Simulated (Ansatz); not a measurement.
# Phonons of Sc3InC (Pm-3m) against volume, part 2 of 2

Wanted: mode Grüneisen parameters of Sc3InC (Pm-3m).

Ansatz 0.2.0; DFT PBEsol, scalar-relativistic, plane waves, PAW; PAW set soft_1.

So far, highest frequency on the path or at a solved wavevector (cm⁻¹): step 2 (response at finite wavevector) 562.

**3. Relaxing at another volume, volume ratio 0.97**

The volume is scaled by 0.97 and held; symmetry leaves nothing to relax, so this is a single point. The modes can then be followed against volume.

The input, input.yaml:

```yaml
crystal:
  lattice:
    - [4.4568891078, 0.0, 0.0]
    - [0.0, 4.4568891078, 0.0]
    - [0.0, 0.0, 4.4568891078]
  atoms:
    - { symbol: Sc, position: [0.5, 0.0, 0.5] }
    - { symbol: Sc, position: [0.0, 0.5, 0.5] }
    - { symbol: Sc, position: [0.5, 0.5, 0.0] }
    - { symbol: In, position: [0.0, 0.0, 0.0] }
    - { symbol: C, position: [0.5, 0.5, 0.5] }
kpoints:
  mp_grid: { grid: [8, 8, 8] }
hamiltonian:
  xc: pbesol
  pseudopotentials: { kind: paw, azcp: { folder: soft_1 }, xc_functional: pbe }
scf:
  occupations: { method: methfessel_paxton, width: 0.2 }
output:
  forces: true
  stress: true
  eigenvalues: true
  write_density: true
  write_potential: true
  elf: true
  volumetric_format: npy
```

Started as:

```
ansatz run input.yaml --threads 4 --pin off --max-ram 10240MiB --backend cpu --events-out ev --progress --plain --runs-dir out
```

Numbers of over 12 decimals in the logs are rounded to 6 here.

The log of the run:

```text
[...]
Crystal: 5 atoms, lattice volume = 88.531 Å³
Basis set: ecut = 420 eV, 1743 PW (Γ), exchange–correlation on 60×60×60 points (8 copies of the dense FFT grid, shifted against one another)
Bands: 30, of which v1, the nominal top of the filled ones, is band 25 counted from 1 (24 counted from 0)
Symmetry: 48 space group operations
[...]
k-points: 35 of 512
[...]
k-point 0: bands = [... 21 lower, 10.2976, 10.9883, 10.9883, 11.3245, 11.3245, 11.3245, 13.9419, 13.9419, ... 1 higher]
  k-point 1: bands = [... 21 lower, 10.2322, 11.0190, 11.1079, 11.2477, 11.2477, 11.3641, 13.3138, 13.7567, ... 1 higher]
  k-point 2: bands = [... 21 lower, 10.0922, 10.4563, 11.0625, 11.0625, 11.4424, 11.4688, 12.9615, 13.8037, ... 1 higher]
  k-point 34: bands = [... 21 lower, 7.5993, 10.4182, 10.4182, 10.4182, 12.8450, 12.8450, 12.8450, 13.1051, ... 1 higher]
[key lines of the parts left out:]
SCF converged after 8 iterations
Free energy (F): -12109.898764 eV
Fermi energy:    11.235008 eV
P = ⅓ Tr σ = 3.4164 GPa (34.164 kbar)
```

It took 2.2 s on 4 threads of Arm Neoverse V1, shared host; peak memory 0.44 GiB; 8 s of CPU time.

This step gave:

| Quantity | Value |
| --- | --- |
| pressure | 3.416 GPa |
| volume per atom | 17.71 Å³ |

ELF in the ac plane at fractional y = 0.500, with atoms of Sc and C within 0.2 Å of it. It is the smooth field of the valence electrons, not physical close to the nuclei.

Ten even steps from '_' (0.07) to '@' (0.80), each cell a mean:
```
++==::__--##++--##**..__--++
--::..____==####**--____::--
__________..----::__________
..____..==++====++==--____..
##++....**@@@@@@@@%%==__--**
**##++::##@@##++%%@@++::**##
__++##::##@@::__++@@==--##--
--****::##@@++::##@@==--##++
%%##--..##@@@@@@@@@@++..==##
--::__..++########**==____--
________....::::::....______
::....____--**##++..____..::
++==..__::##**++##++____::==
**++::__--%%--__**##..__--++
```
Columns run along a (4.5 Å), rows up along c (4.5 Å). Atoms in or near the plane, at fractional coordinates: Sc at (0.00, 0.50), Sc at (0.50, 0.00), C at (0.50, 0.50).

Electrostatic potential energy in the ac plane at fractional y = 0.500, with atoms of Sc and C within 0.2 Å of it. With pseudopotentials it is smooth inside the atoms' cores, unlike the true potential.

Values in eV, 14 rows by 14 columns, each cell a mean:
```
 14  14  12   8  -3 -24 -41 -44 -36 -15   2  10  13  14
 13  13  12   9   3 -10 -24 -27 -19  -4   6  11  13  13
 10  11  11  11   9   4  -2  -4   0   6  10  11  11  10
  1   4   8  11  11  10   8   7   9  11  11  10   6   2
-18 -11   0   9  11   9   2  -2   5  11  11   6  -4 -15
-40 -31 -11   5   9  -2 -26 -33 -17   5   9   0 -19 -36
-47 -40 -18   3   7 -13 -42 -46 -33  -2   7  -4 -27 -44
-45 -36 -15   4   8  -8 -35 -42 -26   2   8  -2 -24 -41
-28 -19  -4   8  11   6  -8 -13  -2   9  10   4 -10 -24
 -5  -1   6  10  12  11   8   7   9  11  11   9   3  -3
  7   9  10  11  10   8   4   3   5   9  11  11   9   8
 12  12  12  10   6  -4 -15 -18 -11   0   8  11  12  12
 14  14  12   9  -1 -19 -36 -40 -31 -11   4  11  13  14
 14  14  12   7  -5 -28 -45 -47 -40 -18   1  10  13  14
```
Columns run along a (4.5 Å; values clipped at the 3rd and 97th percentile), rows up along c (4.5 Å). Atoms in or near the plane, at fractional coordinates: Sc at (0.00, 0.50), Sc at (0.50, 0.00), C at (0.50, 0.50).

Valence density in the ac plane at fractional y = 0.500, with atoms of Sc and C within 0.2 Å of it. It is the smooth field of the valence electrons, not physical close to the nuclei.

Ten even steps from '0' (0.1 e/Å³) to '9' (8.3 e/Å³), each cell a mean:
```
00000378510000
00000134200000
00000000000000
00000000000000
21000000000001
74100111100025
97200111100048
85100111100037
32000011100013
00000000000000
00000000000000
00000012100000
00000257410000
00000389720000
```
Columns run along a (4.5 Å), rows up along c (4.5 Å). Atoms in or near the plane, at fractional coordinates: Sc at (0.00, 0.50), Sc at (0.50, 0.00), C at (0.50, 0.50).

**4. Phonons at the other volume, volume ratio 0.97**

The phonons are repeated at this volume on the same k and q meshes.

input.yaml, the sections that differ from step 3:

```yaml
output:
  eigenvalues: true
phonons:
  method: dfpt
  qmesh: [4, 4, 4]
  temperatures: { t_max: 1000, t_step: 50 }
  qpath:
    path:
      - [[0.0, 0.0, 0.0], [0.0, 0.5, 0.0], [0.5, 0.5, 0.0], [0.0, 0.0, 0.0], [0.5, 0.5, 0.5], [0.0, 0.5, 0.0]]
      - [[0.5, 0.5, 0.5], [0.5, 0.5, 0.0]]
    npoints: 10
# crystal, kpoints, hamiltonian, scf: as in step 3
```

The log of the run:

```text
[...]
Crystal: 5 atoms, lattice volume = 88.531 Å³
Basis set: ecut = 420 eV, 1743 PW (Γ), exchange–correlation on 60×60×60 points (8 copies of the dense FFT grid, shifted against one another)
Bands: 30, of which v1, the nominal top of the filled ones, is band 25 counted from 1 (24 counted from 0)
Symmetry: 48 space group operations
k-points: 35 of 512
[...]
SCF iter   1: F=—  HF=-12112.056594 eV  |F-HF|=—  |Δ(HF+E_count)|=         —  Δρ=6.79e-2  dr2=8.64e0  ethr=3.10e-3  ⟨swp⟩=4.4  Hψ=4080  notcnv=0
[...]
SCF iter  11: F=-12109.898764 eV  HF=-12109.898764 eV  |F-HF|=1.82e-12  |Δ(HF+E_count)|=  1.46e-11  S|Δr|=    0.00e0  Δρ=7.46e-8  dr2=5.84e-12  ethr=1.00e-12  ⟨swp⟩=7.7  Hψ=4560  notcnv=0
SCF 1 converged in 11 iterations: F = -12109.898764 eV  dr2 = 5.84e-12
[...]
SCF iter   3: F=-12109.898764 eV  HF=-12109.898764 eV  |F-HF|=0.00e0  |Δ(HF+E_count)|=  7.28e-12  S|Δr|=    0.00e0  Δρ=5.06e-8  dr2=1.39e-12  ethr=1.00e-12  ⟨swp⟩=1.3  Hψ=2255  notcnv=0
SCF 2 converged in 3 iterations: F = -12109.898764 eV  dr2 = 1.39e-12
[...]
NSCF: frozen V_eff on 35 k-points
[...]
SCF converged after 11 iterations
[...]
Free energy (F): -12109.898764 eV
[...]
Internal energy: -12109.906487 eV  (E = F + TS)
E sigma→0 (E₀):  -12109.900695 eV
Entropy (-TS):   0.007723 eV (1.545 meV/atom)
Fermi energy:    11.235035 eV
[...]
--- Band table (eV; the first three rows and the last of 35) ---
  k-point 0: bands = [... 21 lower, 10.2977, 10.9883, 10.9883, 11.3245, 11.3245, 11.3245, 13.9418, 13.9418, ... 1 higher]
  k-point 1: bands = [... 21 lower, 10.2323, 11.0190, 11.1078, 11.2477, 11.2477, 11.3641, 13.3138, 13.7567, ... 1 higher]
  k-point 2: bands = [... 21 lower, 10.0923, 10.4563, 11.0625, 11.0625, 11.4424, 11.4688, 12.9615, 13.8037, ... 1 higher]
  k-point 34: bands = [... 21 lower, 7.5994, 10.4181, 10.4181, 10.4181, 12.8450, 12.8450, 12.8450, 13.1051, ... 1 higher]
[...]
ASR residual: 6.164e-5 → 0.000e0 eV/Å²; symmetrization residual: 2.231e-6 eV/Å²
  ASR residual per site (eV/Å²): 4.36e-5 4.36e-5 4.36e-5 1.29e-6 6.16e-5
[...]
--- Phonons (arbitrary-q DFPT): 10 irreducible q on the 4×4×4 mesh ---
[...]
interpolated dispersion: 62 rows × 15 modes
[...]
```

Elapsed: 21 min, on 4 threads; peak memory 3.5 GiB; 83 min of CPU time.

Numbers from this step:

| Item | Value |
| --- | --- |
| sum-rule residual before enforcement | 6.16e-5 eV/Å² |
| highest frequency on the path or at a solved wavevector | 581.7 cm⁻¹ |
| mean frequency | 259.9 cm⁻¹ |
| Debye temperature (second moment) | 557 K |
| logarithmic mean frequency | 221.5 cm⁻¹ |
| highest optical mode at the zone centre (no LO-TO term) | 469.9 cm⁻¹ |
| lowest optical zone-centre mode | 147.9 cm⁻¹ |
| lowest mode on the q mesh (acoustic modes at Γ apart) | 73.24 cm⁻¹ |
| zero-point energy per atom | 48.34 meV |
| heat capacity at 300 K | 21.44 J/(mol atoms K) |
| vibrational entropy at 300 K | 25.38 J/(mol atoms K) |
| edges of the widest gap between branches, on path and mesh | 397.3, 469.9 cm⁻¹ |

Frequencies (cm⁻¹) solved at each irreducible wavevector; negative means imaginary. Frequencies by wavevector, by row:

| q in reciprocal lattice units | star | mode 1 | mode 2 | mode 3 | mode 4 | mode 13 | mode 14 | mode 15 |
| --- | --- | --- | --- | --- | --- | --- | --- | --- |
| 0 0 0 | 1 | 0 | 0 | 0 | 147.9 | 469.9 | 469.9 | 469.9 |
| 0 0 0.25 | 6 | 73.2 | 73.2 | 100.5 | 151.3 | 481.8 | 481.8 | 557.8 |
| 0 0 -0.5 | 3 | 105.7 | 105.7 | 122.5 | 152 | 492.9 | 492.9 | 581.4 |
| 0 0.25 0.25 | 12 | 88.1 | 93.3 | 115.3 | 159.2 | 483.7 | 518.7 | 552 |
| 0 0.25 -0.5 | 12 | 106 | 110.7 | 115.2 | 145.7 | 487.7 | 524.5 | 569.6 |
| 0 -0.5 -0.5 | 3 | 105.7 | 111 | 111 | 116.2 | 485 | 556.8 | 556.8 |
| 0.25 0.25 0.25 | 8 | 99.6 | 99.6 | 120 | 153.9 | 519.5 | 519.5 | 549.7 |
| 0.25 0.25 -0.5 | 12 | 110.1 | 110.8 | 114.8 | 142.4 | 521.2 | 528.5 | 564.2 |
| 0.25 -0.5 -0.5 | 6 | 107.1 | 112.5 | 112.5 | 116.5 | 524.8 | 557.7 | 557.7 |
| -0.5 -0.5 -0.5 | 1 | 105.7 | 105.7 | 105.7 | 114.6 | 557.9 | 557.9 | 557.9 |

The highest optical mode at the zone centre (no LO-TO term) is 469.9 cm⁻¹, +21.6 cm⁻¹ against the base run.

**5. Relaxing at another volume, volume ratio 1.03**

The volume is scaled by 1.03 and held; symmetry leaves nothing to relax, so this is a single point. The modes can then be followed against volume.

input.yaml, the sections that differ from step 4:

```yaml
crystal:
  lattice:
    - [4.5469515365, 0.0, 0.0]
    - [0.0, 4.5469515365, 0.0]
    - [0.0, 0.0, 4.5469515365]
  atoms:
    - { symbol: Sc, position: [0.5, 0.0, 0.5] }
    - { symbol: Sc, position: [0.0, 0.5, 0.5] }
    - { symbol: Sc, position: [0.5, 0.5, 0.0] }
    - { symbol: In, position: [0.0, 0.0, 0.0] }
    - { symbol: C, position: [0.5, 0.5, 0.5] }
output:
  forces: true
  stress: true
  eigenvalues: true
# kpoints, hamiltonian, scf: as in step 4
# phonons: removed
```

The log of the run:

```text
[...]
Crystal: 5 atoms, lattice volume = 94.007 Å³
Basis set: ecut = 420 eV, 1839 PW (Γ), exchange–correlation on 64×64×64 points (8 copies of the dense FFT grid, shifted against one another)
Bands: 30, of which v1, the nominal top of the filled ones, is band 25 counted from 1 (24 counted from 0)
Symmetry: 48 space group operations
[...]
k-points: 35 of 512
[...]
k-point 0: bands = [... 21 lower, 9.4376, 10.2242, 10.2242, 10.5779, 10.5779, 10.5779, 13.0153, 13.0153, ... 1 higher]
  k-point 1: bands = [... 21 lower, 9.3837, 10.2422, 10.3370, 10.4967, 10.4967, 10.6161, 12.3942, 12.8326, ... 1 higher]
  k-point 2: bands = [... 21 lower, 9.2661, 9.7002, 10.3085, 10.3085, 10.6527, 10.7172, 12.0585, 12.8753, ... 1 higher]
  k-point 34: bands = [... 21 lower, 6.9597, 9.6180, 9.6180, 9.6180, 11.9584, 11.9584, 11.9584, 12.2254, ... 1 higher]
[key lines of the parts left out:]
SCF converged after 8 iterations
Free energy (F): -12109.901740 eV
Fermi energy:    10.478050 eV
P = ⅓ Tr σ = -2.9247 GPa (-29.247 kbar)
```

Wall time 1.9 s (4 threads); peak memory 0.44 GiB; 6.9 s of CPU time.

This step gave:

```
pressure        : -2.925 GPa
volume per atom : 18.80 Å³
```

The run ends at a pressure of -2.92 GPa.

**6. Phonons at the other volume, volume ratio 1.03**

The phonons are repeated at this volume on the same k and q meshes.

Changes to input.yaml since step 5:

```diff
@@ -19,4 +19,11 @@
 output:
-  forces: true
-  stress: true
   eigenvalues: true
+phonons:
+  method: dfpt
+  qmesh: [4, 4, 4]
+  temperatures: { t_max: 1000, t_step: 50 }
+  qpath:
+    path:
+      - [[0.0, 0.0, 0.0], [0.0, 0.5, 0.0], [0.5, 0.5, 0.0], [0.0, 0.0, 0.0], [0.5, 0.5, 0.5], [0.0, 0.5, 0.0]]
+      - [[0.5, 0.5, 0.5], [0.5, 0.5, 0.0]]
+    npoints: 10
```

The log of the run:

```text
[...]
Crystal: 5 atoms, lattice volume = 94.007 Å³
Basis set: ecut = 420 eV, 1839 PW (Γ), exchange–correlation on 64×64×64 points (8 copies of the dense FFT grid, shifted against one another)
Bands: 30, of which v1, the nominal top of the filled ones, is band 25 counted from 1 (24 counted from 0)
Symmetry: 48 space group operations
k-points: 35 of 512
[...]
k-point 34: bands = [... 21 lower, 6.9598, 9.6179, 9.6179, 9.6179, 11.9584, 11.9584, 11.9584, 12.2254, ... 1 higher]
[...]
ASR residual: 5.585e-5 → 0.000e0 eV/Å²; symmetrization residual: 3.092e-6 eV/Å²
  ASR residual per site (eV/Å²): 2.51e-5 2.51e-5 2.51e-5 4.87e-6 5.59e-5
[...]
--- Phonons (arbitrary-q DFPT): 10 irreducible q on the 4×4×4 mesh ---
[...]
interpolated dispersion: 62 rows × 15 modes
[...]
[key lines of the parts left out:]
SCF converged after 11 iterations
Free energy (F): -12109.901740 eV
Fermi energy:    10.478080 eV
```

It took 22 min on 4 threads; peak memory 3.6 GiB; 86 min of CPU time.

Numbers from this step:

- sum-rule residual before enforcement: 5.59e-5 eV/Å²
- highest frequency on the path or at a solved wavevector: 542.2 cm⁻¹
- mean frequency: 239.9 cm⁻¹
- Debye temperature (second moment): 513 K
- logarithmic mean frequency: 205.1 cm⁻¹
- highest optical mode at the zone centre (no LO-TO term): 427.4 cm⁻¹
- lowest optical zone-centre mode: 133.1 cm⁻¹
- lowest mode on the q mesh (acoustic modes at Γ apart): 69.16 cm⁻¹
- zero-point energy per atom: 44.61 meV
- heat capacity at 300 K: 21.88 J/(mol atoms K)
- vibrational entropy at 300 K: 27.02 J/(mol atoms K)
- edges of the widest gap between branches, on path and mesh: 362.7, 427.4 cm⁻¹

The highest optical mode at the zone centre (no LO-TO term) is 427.4 cm⁻¹, -20.9 cm⁻¹ against the base run.

**7. Grüneisen parameters**

The Grüneisen parameter of a mode is minus the logarithmic change of its frequency with volume, −d ln ω / d ln V; weighted by heat capacity it gives the expansion.

This step gave:

* bulk modulus: 105.7 GPa

The phonon branches at the labelled points (cm⁻¹):

| point | branch 1 | branch 2 | branch 3 | branch 4 | branch 12 | branch 13 | branch 14 | branch 15 |
| --- | --- | --- | --- | --- | --- | --- | --- | --- |
| Γ | 0 | 0 | 0 | 140 | 277 | 448 | 448 | 448 |
| halfway | 71 | 71 | 96 | 144 | 290 | 458 | 458 | 537 |
| X | 102 | 102 | 117 | 147 | 308 | 468 | 468 | 561 |
| halfway | 103 | 106 | 111 | 141 | 329 | 462 | 502 | 549 |
| M | 103 | 107 | 107 | 110 | 355 | 458 | 536 | 536 |
| halfway | 85 | 90 | 110 | 152 | 306 | 459 | 497 | 530 |
| Γ | 0 | 0 | 0 | 140 | 277 | 448 | 448 | 448 |
| halfway | 96 | 96 | 114 | 148 | 319 | 497 | 497 | 526 |
| R | 105 | 105 | 105 | 111 | 380 | 536 | 536 | 536 |
| halfway | 106 | 107 | 110 | 139 | 340 | 498 | 504 | 543 |
| X | 102 | 102 | 117 | 147 | 308 | 468 | 468 | 561 |
| jump to R | 105 | 105 | 105 | 111 | 380 | 536 | 536 | 536 |
| halfway | 105 | 109 | 109 | 112 | 361 | 501 | 536 | 536 |
| M | 103 | 107 | 107 | 110 | 355 | 458 | 536 | 536 |

The same for volume x 0.97:

| point | branch 1 | branch 2 | branch 3 | branch 4 | branch 12 | branch 13 | branch 14 | branch 15 |
| --- | --- | --- | --- | --- | --- | --- | --- | --- |
| Γ | 0 | 0 | 0 | 148 | 286 | 470 | 470 | 470 |
| X | 106 | 106 | 122 | 152 | 325 | 493 | 493 | 581 |
| M | 106 | 111 | 111 | 116 | 371 | 485 | 557 | 557 |
| Γ | 0 | 0 | 0 | 148 | 286 | 470 | 470 | 470 |
| R | 106 | 106 | 106 | 115 | 397 | 558 | 558 | 558 |
| X | 106 | 106 | 122 | 152 | 325 | 493 | 493 | 581 |
| R | 106 | 106 | 106 | 115 | 397 | 558 | 558 | 558 |
| M | 106 | 111 | 111 | 116 | 371 | 485 | 557 | 557 |

The same for volume x 1.03:

| point | branch 1 | branch 2 | branch 3 | branch 4 | branch 12 | branch 13 | branch 14 | branch 15 |
| --- | --- | --- | --- | --- | --- | --- | --- | --- |
| Γ | 0 | 0 | 0 | 133 | 267 | 427 | 427 | 427 |
| X | 98 | 98 | 112 | 142 | 293 | 445 | 445 | 542 |
| M | 100 | 104 | 104 | 105 | 340 | 432 | 515 | 515 |
| Γ | 0 | 0 | 0 | 133 | 267 | 427 | 427 | 427 |
| R | 103 | 103 | 103 | 107 | 363 | 516 | 516 | 516 |
| X | 98 | 98 | 112 | 142 | 293 | 445 | 445 | 542 |
| R | 103 | 103 | 103 | 107 | 363 | 516 | 516 | 516 |
| M | 100 | 104 | 104 | 105 | 340 | 432 | 515 | 515 |

Mode Grueneisen parameter -dln(w)/dln(V), modes matched by rank; at Γ the acoustic branches take the value of a neighbouring point of the path. Mode grüneisen parameters along the path, in :

| point | branch 1 | branch 2 | branch 3 | branch 4 | branch 12 | branch 13 | branch 14 | branch 15 |
| --- | --- | --- | --- | --- | --- | --- | --- | --- |
| Γ | 0.75 | 0.75 | 1.58 | 1.76 | 1.14 | 1.58 | 1.58 | 1.58 |
| halfway | 0.94 | 0.94 | 1.47 | 1.57 | 1.42 | 1.67 | 1.67 | 1.28 |
| X | 1.35 | 1.35 | 1.57 | 1.16 | 1.75 | 1.71 | 1.71 | 1.17 |
| halfway | 1.10 | 1.51 | 1.36 | 1.04 | 1.48 | 1.81 | 1.49 | 1.23 |
| M | 0.86 | 1.15 | 1.15 | 1.69 | 1.48 | 1.91 | 1.30 | 1.30 |
| halfway | 1.11 | 1.20 | 1.50 | 1.43 | 1.29 | 1.75 | 1.45 | 1.36 |
| Γ | 0.76 | 1.39 | 1.33 | 1.76 | 1.14 | 1.58 | 1.58 | 1.58 |
| halfway | 1.11 | 1.11 | 1.60 | 1.38 | 1.22 | 1.48 | 1.48 | 1.45 |
| R | 0.37 | 0.37 | 0.37 | 1.13 | 1.52 | 1.30 | 1.30 | 1.30 |
| halfway | 1.22 | 1.22 | 1.30 | 0.85 | 1.40 | 1.49 | 1.55 | 1.27 |
| X | 1.35 | 1.35 | 1.57 | 1.16 | 1.75 | 1.71 | 1.71 | 1.17 |
| jump to R | 0.37 | 0.37 | 0.37 | 1.13 | 1.52 | 1.30 | 1.30 | 1.30 |
| halfway | 0.62 | 1.12 | 1.12 | 1.42 | 1.47 | 1.55 | 1.30 | 1.30 |
| M | 0.86 | 1.15 | 1.15 | 1.69 | 1.48 | 1.91 | 1.30 | 1.30 |

(dS/dlnV)/C_V. The thermodynamic Grueneisen parameter by temperature:

| temperature (K) | thermodynamic Grueneisen parameter |
| --- | --- |
| 50 | 1.20 |
| 100 | 1.21 |
| 150 | 1.23 |
| 200 | 1.25 |
| 250 | 1.25 |
| 300 | 1.26 |
| 350 | 1.26 |
| 400 | 1.27 |
| 450 | 1.27 |
| 500 | 1.27 |
| 550 | 1.27 |
| 600 | 1.27 |
| 650 | 1.27 |
| 700 | 1.27 |
| 750 | 1.27 |
| 800 | 1.27 |
| 850 | 1.27 |
| 900 | 1.27 |
| 950 | 1.27 |
| 1000 | 1.27 |

Gamma C_V/(B V) at the static volume. The volume expansion by temperature:

| temperature (K) | volume expansion (1e-6/K) |
| --- | --- |
| 50 | 4.62 |
| 100 | 12.3 |
| 150 | 17.1 |
| 200 | 20.2 |
| 250 | 22.2 |
| 300 | 23.5 |
| 350 | 24.4 |
| 400 | 25.0 |
| 450 | 25.5 |
| 500 | 25.8 |
| 550 | 26.1 |
| 600 | 26.3 |
| 650 | 26.4 |
| 700 | 26.6 |
| 750 | 26.7 |
| 800 | 26.7 |
| 850 | 26.8 |
| 900 | 26.9 |
| 950 | 26.9 |
| 1000 | 27.0 |

**8. Summary of results**

| Quantity | Value |
| --- | --- |
| bulk modulus | 106 GPa |
| thermodynamic Grüneisen parameter at 300 K | 1.26 |
| volume expansion at 300 K, estimated | 23.49 × 10⁻⁶ K⁻¹ |

What this shows: By this estimate the volume grows by 23.5 × 10⁻⁶ per kelvin at 300 K. The highest optical mode at Γ goes from 470 to 427 cm⁻¹ as the cell grows, a Grüneisen parameter of 1.58. Mode parameters on the path run from 0.37 to 2.1, with a median of 1.2. Branches are matched by rank, so values near crossings are rough. The expansion is the Grüneisen estimate at the static volume, with the static bulk modulus. With no gap, or one that is small against the smearing, the frequencies hang on the k mesh and the smearing, most of all near Kohn anomalies. The PAW files were made for PBE and serve the other functionals too.

[Logs are printed without paths, hosts, clocks, repeated set-up lines and the standing remarks that a program may print on its own settings, such as how far it seeks lower states.]

[Hosts, paths, dates, database ids (printed as entryN), source tags and the programs' standing remarks are cut or masked in the printed files.]
